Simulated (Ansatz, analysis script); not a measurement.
# Stoner picture of FePt (Tetraferroplatinum), part 2 of 2

Is FePt (Tetraferroplatinum) magnetic, nearly magnetic or plainly paramagnetic? E(M) and M(B) tell.

Ansatz 0.2.0; PBE, PAW set soft_1.

So far. Step 4 (The non-magnetic reference): The free collinear run lies 731 meV below it. Step 6 (Total moment fixed at 0.444 μB): The energy is -22.6 meV from the state without spin, and the largest site carries 0.486 μB.

## 7. Total moment fixed at 0.889 μB

Level of this step: Ansatz DFT, collinear, total moment fixed by two Fermi levels; PBE, PAW set soft_1; PAW set soft_1 (Ansatz).

input.yaml reads:

```yaml
crystal:
  lattice:
    - [2.7235, 0.0, 0.0]
    - [0.0, 2.7235, 0.0]
    - [0.0, 0.0, 3.72]
  atoms:
    - { symbol: Fe, position: [0.0, 0.0, 0.0], spin: 0.889 }
    - { symbol: Pt, position: [0.5, 0.5, 0.5] }
magnetization:
  spin_polarized: true
  initial_magnetization: 0.889
  spin_locking: { lock_magnetization: hard }
kpoints:
  mp_grid: { grid: [14, 14, 10] }
hamiltonian:
  xc: pbe
  pseudopotentials: { kind: paw, azcp: { folder: soft_1 } }
scf:
  occupations: { method: fermi_dirac, width: 0.05 }
  max_iter: 120
  convergence: { dr2_threshold: 1.0e-08 }
  lower_state_search: "off"
basis:
  ecutwfc: 420.0
```

The run is started by

```sh
> ansatz run input.yaml --threads 1 --pin off --max-ram 2560MiB --backend cpu --events-out ev --progress --plain --runs-dir out
```

Numbers of over 12 decimals in the logs are rounded to 6 here.

The log of the run:

```text
[...]
Crystal: 2 atoms, lattice volume = 27.593 Å³
Basis set: ecut = 420 eV, 545 PW (Γ)
Bands: 22, of which v1, the nominal top of the filled ones, is band 17 counted from 1 (16 counted from 0)
Symmetry: 16 space group operations
[...]
k-points: 216 of 1960
[...]
Starting moments: Σ|m| = 0.889 μB on 1 of 2 sites
[...]
Magnetization: 0.8890 μB (17.4445 up, 16.5555 down)
Absolute magnetization: 1.0277 μB (∫|ρ↑−ρ↓|, with the PAW one-centre terms)
[...]
Per-site moments (μB) at R_I (Å): [(0.936495, 1.104416), (-0.00727868, 1.104416)]
Free energy (F): -17005.003797 eV
[...]
Internal energy: -17004.965982 eV  (E = F + TS)
E sigma→0 (E₀):  -17004.984890 eV
Entropy (-TS):   -0.037815 eV (-18.907 meV/atom)
Fermi energy:    20.396095 (↑ 20.229715, ↓ 20.562476) eV
[...]
[key lines of the parts left out:]
SCF converged after 16 iterations
```

Run time: 22 s. Hardware: 1 thread of Arm Neoverse V1, shared host; peak memory 0.42 GiB.

The energy is -80.8 meV from the state without spin, and the largest site carries 0.936 μB.

## 8. Total moment fixed at 2.222 μB

input.yaml, the sections that differ from step 7:

```yaml
crystal:
  lattice:
    - [2.7235, 0.0, 0.0]
    - [0.0, 2.7235, 0.0]
    - [0.0, 0.0, 3.72]
  atoms:
    - { symbol: Fe, position: [0.0, 0.0, 0.0], spin: 2.222 }
    - { symbol: Pt, position: [0.5, 0.5, 0.5] }
magnetization:
  spin_polarized: true
  initial_magnetization: 2.222
  spin_locking: { lock_magnetization: hard }
# kpoints, hamiltonian, scf, basis: as in step 7
```

The log of the run:

```text
[...]
Crystal: 2 atoms, lattice volume = 27.593 Å³
Basis set: ecut = 420 eV, 545 PW (Γ)
Bands: 23, of which v1, the nominal top of the filled ones, is band 17 counted from 1 (16 counted from 0)
Symmetry: 16 space group operations
[...]
k-points: 216 of 1960
[...]
Starting moments: Σ|m| = 2.222 μB on 1 of 2 sites
[...]
Magnetization: 2.2220 μB (18.1110 up, 15.8890 down)
Absolute magnetization: 2.4642 μB (∫|ρ↑−ρ↓|, with the PAW one-centre terms)
[...]
Per-site moments (μB) at R_I (Å): [(2.235978, 1.104416), (0.071943, 1.104416)]
Free energy (F): -17005.379368 eV
[...]
Internal energy: -17005.349525 eV  (E = F + TS)
E sigma→0 (E₀):  -17005.364447 eV
Entropy (-TS):   -0.029843 eV (-14.921 meV/atom)
Fermi energy:    20.468123 (↑ 20.108314, ↓ 20.827933) eV
[...]
[key lines of the parts left out:]
SCF converged after 14 iterations
```

Run time: 20 s. Hardware: 1 thread; peak memory 0.43 GiB.

The energy is -456 meV from the state without spin, and the largest site carries 2.24 μB.

## 9. Total moment fixed at 4 μB

input.yaml, the sections that differ from step 8:

```yaml
crystal:
  lattice:
    - [2.7235, 0.0, 0.0]
    - [0.0, 2.7235, 0.0]
    - [0.0, 0.0, 3.72]
  atoms:
    - { symbol: Fe, position: [0.0, 0.0, 0.0], spin: 4.0 }
    - { symbol: Pt, position: [0.5, 0.5, 0.5] }
magnetization:
  spin_polarized: true
  initial_magnetization: 4.0
  spin_locking: { lock_magnetization: hard }
# kpoints, hamiltonian, scf, basis: as in step 8
```

The log of the run:

```text
[...]
Crystal: 2 atoms, lattice volume = 27.593 Å³
Basis set: ecut = 420 eV, 545 PW (Γ)
Bands: 23, of which v1, the nominal top of the filled ones, is band 17 counted from 1 (16 counted from 0)
Symmetry: 16 space group operations
[...]
k-points: 216 of 1960
[...]
Starting moments: Σ|m| = 4 μB on 1 of 2 sites
[...]
Magnetization: 4.0000 μB (19.0000 up, 15.0000 down)
Absolute magnetization: 4.0311 μB (∫|ρ↑−ρ↓|, with the PAW one-centre terms)
[...]
Per-site moments (μB) at R_I (Å): [(3.321286, 1.104416), (0.630135, 1.104416)]
Free energy (F): -17005.422136 eV
[...]
Internal energy: -17005.410274 eV  (E = F + TS)
E sigma→0 (E₀):  -17005.416205 eV
Entropy (-TS):   -0.011862 eV (-5.931 meV/atom)
Fermi energy:    20.950498 (↑ 21.692977, ↓ 20.208019) eV
[...]
[key lines of the parts left out:]
SCF converged after 12 iterations
```

The job ended after 19 s (1 thread; peak memory 0.43 GiB).

The energy is -499 meV from the state without spin, and the largest site carries 3.32 μB.

The other 5 runs of this kind were made alike; their results stand in the table below.

## 10. No field, tight threshold

A field gives a second route to the same curve. A thousand tesla shift each spin by 58 meV, and the threshold is tightened so that small induced moments are resolved.

input.yaml, the sections that differ from step 9:

```yaml
crystal:
  lattice:
    - [2.7235, 0.0, 0.0]
    - [0.0, 2.7235, 0.0]
    - [0.0, 0.0, 3.72]
  atoms:
    - { symbol: Fe, position: [0.0, 0.0, 0.0], spin: 2.96 }
    - { symbol: Pt, position: [0.5, 0.5, 0.5] }
magnetization:
  spin_polarized: true
scf:
  occupations: { method: fermi_dirac, width: 0.05 }
  max_iter: 120
  convergence: { dr2_threshold: 1.0e-10 }
  lower_state_search: "off"
# kpoints, hamiltonian, basis: as in step 9
```

The log of the run:

```text
[...]
Crystal: 2 atoms, lattice volume = 27.593 Å³
Basis set: ecut = 420 eV, 545 PW (Γ)
Bands: 23, of which v1, the nominal top of the filled ones, is band 17 counted from 1 (16 counted from 0)
Symmetry: 16 space group operations
[...]
k-points: 216 of 1960
[...]
Starting moments: Σ|m| = 2.96 μB on 1 of 2 sites
[...]
SCF converged after 14 iterations
Magnetization: 3.2833 μB (18.6417 up, 15.3583 down)
Absolute magnetization: 3.4566 μB (∫|ρ↑−ρ↓|, with the PAW one-centre terms)
[...]
Per-site moments (μB) at R_I (Å): [(2.959883, 1.104416), (0.386871, 1.104416)]
Free energy (F): -17005.654296 eV
[...]
Internal energy: -17005.643753 eV  (E = F + TS)
E sigma→0 (E₀):  -17005.649024 eV
Entropy (-TS):   -0.010543 eV (-5.271 meV/atom)
Fermi energy:    20.512991 eV
[...]
```

It took 21 s on 1 thread; peak memory 0.43 GiB.

The net moment is 3.28 μB a cell.

## 11. Field of 1500 T

Changes to input.yaml since step 10:

```diff
@@ -10,2 +10,3 @@
   spin_polarized: true
+  magnetic_field: 1500.0
 kpoints:
```

The log of the run:

```text
[...]
Crystal: 2 atoms, lattice volume = 27.593 Å³
Basis set: ecut = 420 eV, 545 PW (Γ)
Bands: 23, of which v1, the nominal top of the filled ones, is band 17 counted from 1 (16 counted from 0)
Symmetry: 16 space group operations
[...]
k-points: 216 of 1960
[...]
Starting moments: Σ|m| = 2.96 μB on 1 of 2 sites
[...]
SCF converged after 14 iterations
Magnetization: 3.3944 μB (18.6972 up, 15.3028 down)
Absolute magnetization: 3.5457 μB (∫|ρ↑−ρ↓|, with the PAW one-centre terms)
[...]
Per-site moments (μB) at R_I (Å): [(3.019721, 1.104416), (0.426215, 1.104416)]
Free energy (F): -17005.944205 eV
[...]
Internal energy: -17005.932294 eV  (E = F + TS)
E sigma→0 (E₀):  -17005.938250 eV
Entropy (-TS):   -0.011911 eV (-5.956 meV/atom)
Fermi energy:    20.549272 eV
[...]
```

Run time: 21 s. Hardware: 1 thread; peak memory 0.41 GiB.

The net moment is 3.39 μB a cell.

The other 2 runs of this kind were made alike; their results stand in the table below.

## 12. The curves

Energy less the state without spin against total moment:

```
total moment (μB/cell)  energy less the state without spin (meV/cell)
                  0.00                                              0
                  0.44                                          -22.6
                  0.89                                          -80.8
                  1.33                                           -172
                  1.78                                           -301
                  2.22                                           -456
                  2.67                                           -611
                  3.11                                           -720
                  3.56                                           -702
                  4.00                                           -499
```

The field that holds a moment is half the difference of the two Fermi levels over μB.

The field that holds the moment by total moment:

```
total moment (μB/cell)  field that holds the moment (T)
                  0.44                            -1621
                  0.89                            -2874
                  1.33                            -4278
                  1.78                            -5674
                  2.22                            -6216
                  2.67                            -5546
                  3.11                            -2303
                  3.56                             3768
                  4.00                            12827
```

Site moments:

```
total (μB)  Fe no. 1 (μB)  Pt no. 2 (μB)
     0.444         0.4855        -0.0209
     0.889         0.9365        -0.0073
     1.333          1.394        -0.0035
     1.778          1.847          0.005
     2.222          2.236         0.0719
     2.667          2.566         0.1924
     3.111           2.86         0.3297
     3.556          3.103          0.483
         4          3.321         0.6301
```

Total moment against field:

```
field (T)  total moment (μB/cell)
        0                    3.28
      300                    3.31
      600                    3.33
     1500                    3.39
```

A Landau fit E = a2 M² + a4 M⁴ + a6 M⁶ (meV, μB) and the Stoner form E ≈ M² (1/2N − I/4), with the slope taken at the first fixed moment:

This step gave:

```
density of states at the Fermi level, no spin : 4.411 states/eV/cell, both spins, broadened by the smearing
Landau coefficients a2, a4, a6                : -100.2, 0.2970, 0.2514 meV/μB², meV/μB^4, meV/μB^6
r.m.s. miss of the Landau fit                 : 4.247 meV
Stoner parameter I                            : 0.8762 eV, of the cell
I·N/2                                         : 1.932 I N / 2 from the slope at the first moment; over 1: unstable to a moment
```

## 13. Results

```
state of the free run                              : ferromagnetic
net moment of the free run                         : 3.28 μB
energy of the free run from the state without spin : -731 meV a cell
lowest of the fixed moments tried                  : M = 3.111 μB, -720 meV
dM/dB between 0 and 300 T                          : 0.0745 μB a cell per 1000 T
```

At this level the system is magnetic: the free run keeps 2.96 μB on the largest site. No other order was typed. The free run, at 3.28 μB, lies 731 meV under the state without spin and so below every fixed moment tried: the minimum falls between two of them. Among the fixed moments, E(M) falls 720 meV below the state without spin and is lowest near 3.111 μB on this grid. I·N/2 = 1.9 is over 1, so the state without spin is unstable to a uniform moment. The field acts on spins alone. The 13 fixed-moment and field runs took 4.5 min of wall time, added up. Energies are free energies at a smearing of 0.05 eV, and with partly filled levels differences shift, at times strongly, as the smearing goes to zero. In doubt: the program's search for lower states was switched off, so a lower magnetic state than those reached may exist.

[Logs and program files are shortened in this print: banners, set-up blocks, solver, clock and traceback lines can be left out without a mark of their own.]

[Logs are printed without paths, hosts, clocks, repeated set-up lines and the standing remarks that a program may print on its own settings, such as how far it seeks lower states.]

[Hosts, paths, dates, database ids (printed as entryN), source tags and the programs' standing remarks are cut or masked in the printed files.]
